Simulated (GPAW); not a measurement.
Consider TiAu (Pm-3m).

```
Au Ti
1.0
     3.25400    0.00000    0.00000
     0.00000    3.25400    0.00000
     0.00000    0.00000    3.25400
Au Ti
1 1
Direct
  0.00000 0.00000 0.00000
  0.50000 0.50000 0.50000
```

Absorber: atom 2, with 8 Au at 2.82 Å and 6 Ti at 3.25 Å (cube and octahedron, as in bcc, site symmetry m-3m). Method: GPAW, LDA, excited-electron core hole (neutral cell), 8-atom cell with 5.6 Å between holes, 6×6×6 k points, dipole transitions, Gaussian full width 0.94 eV up to 4 eV, rising linearly to 3.5 eV at 25 eV, without spin-orbit coupling.

Q: Predict the near-edge structure at the Ti K edge.

Main maxima up to 30 eV above the zero (height): 0.3 eV (0.47), 3.7 eV (0.61), 15.5 eV (1.88), 22.3 eV (1.00) and 29.4 eV (0.91). A K edge sees empty p states. The weak features of the first eV are p character mixed into the empty d bands; the main 4p edge lies above them. The total-energy difference is 4970.15 eV. One term is added: -22.68 eV, since the hole is spin-paired here and a spin-polarised one costs that much less in the free atom (computed apart). The photon energy is then 4947.47 eV. The tabulated edge of the element is 4966 eV. The functional leaves an error in such absolute values: in the free atom LDA prices this hole 13.2 eV below PBE (computed apart), and PBE is itself good to a few eV.

The Ti K spectrum (energy from the lowest empty level; intensity scaled to a mean of 1 over the first 20 eV):

```
E (eV)  intensity
  -2.0       0.00
  -1.4       0.00
  -0.8       0.02
  -0.2       0.27
   0.4       0.45
   1.0       0.20
   1.6       0.17
   2.2       0.27
   2.8       0.51
   3.4       0.60
   4.0       0.60
   4.6       0.55
   5.2       0.57
   5.8       0.62
   6.4       0.63
   7.0       0.77
   7.6       0.93
   8.2       1.00
   8.8       1.04
   9.4       1.06
  10.0       1.15
  10.6       1.25
  11.2       1.26
  11.8       1.29
  12.4       1.39
  13.0       1.47
  13.6       1.52
  14.2       1.61
  14.8       1.77
  15.4       1.87
  16.0       1.83
  16.6       1.65
  17.2       1.38
  17.8       1.12
  18.4       0.92
  19.0       0.83
  19.6       0.80
  20.2       0.83
  20.8       0.88
  21.4       0.95
  22.0       0.99
  22.6       0.99
  23.2       0.95
  23.8       0.87
  24.4       0.80
  25.0       0.74
  25.6       0.71
  26.2       0.72
  26.8       0.75
  27.4       0.80
  28.0       0.85
  28.6       0.89
  29.2       0.91
  29.8       0.90
  30.4       0.89
  31.0       0.87
  31.6       0.87
```

Quadrupole 1s→3d transitions, which feed the pre-edge, are not in the dipole spectrum. The holes are only 5.6 Å apart, so the shape is probably not converged with cell size; no larger cell was run here. The mesh is coarse (0.23 Å⁻¹ between points), so small maxima may be mesh ripples. Lifetime broadening is put in by hand, and intensities beyond about 20 eV depend on it and on the partial waves. The structure is a published determination, not relaxed.

[Banner, clock and machine lines of the logs are left out without a mark of their own.]

[Logs are printed without paths, hosts, clocks, repeated set-up lines and the standing remarks that a program may print on its own settings, such as how far it seeks lower states.]

[Hosts, paths, dates, database ids (printed as entryN), source tags and the programs' standing remarks are cut or masked in the printed files.]

[Lists of maxima count a maximum above −3 eV only where it reaches 4 % of the highest in the window and stands out from its surroundings by 2 % of it (1.5 % where it reaches 55 %); shoulders and weaker maxima are passed over, and of the rest the first, up to two pre-edge ones and the few strongest are named.]
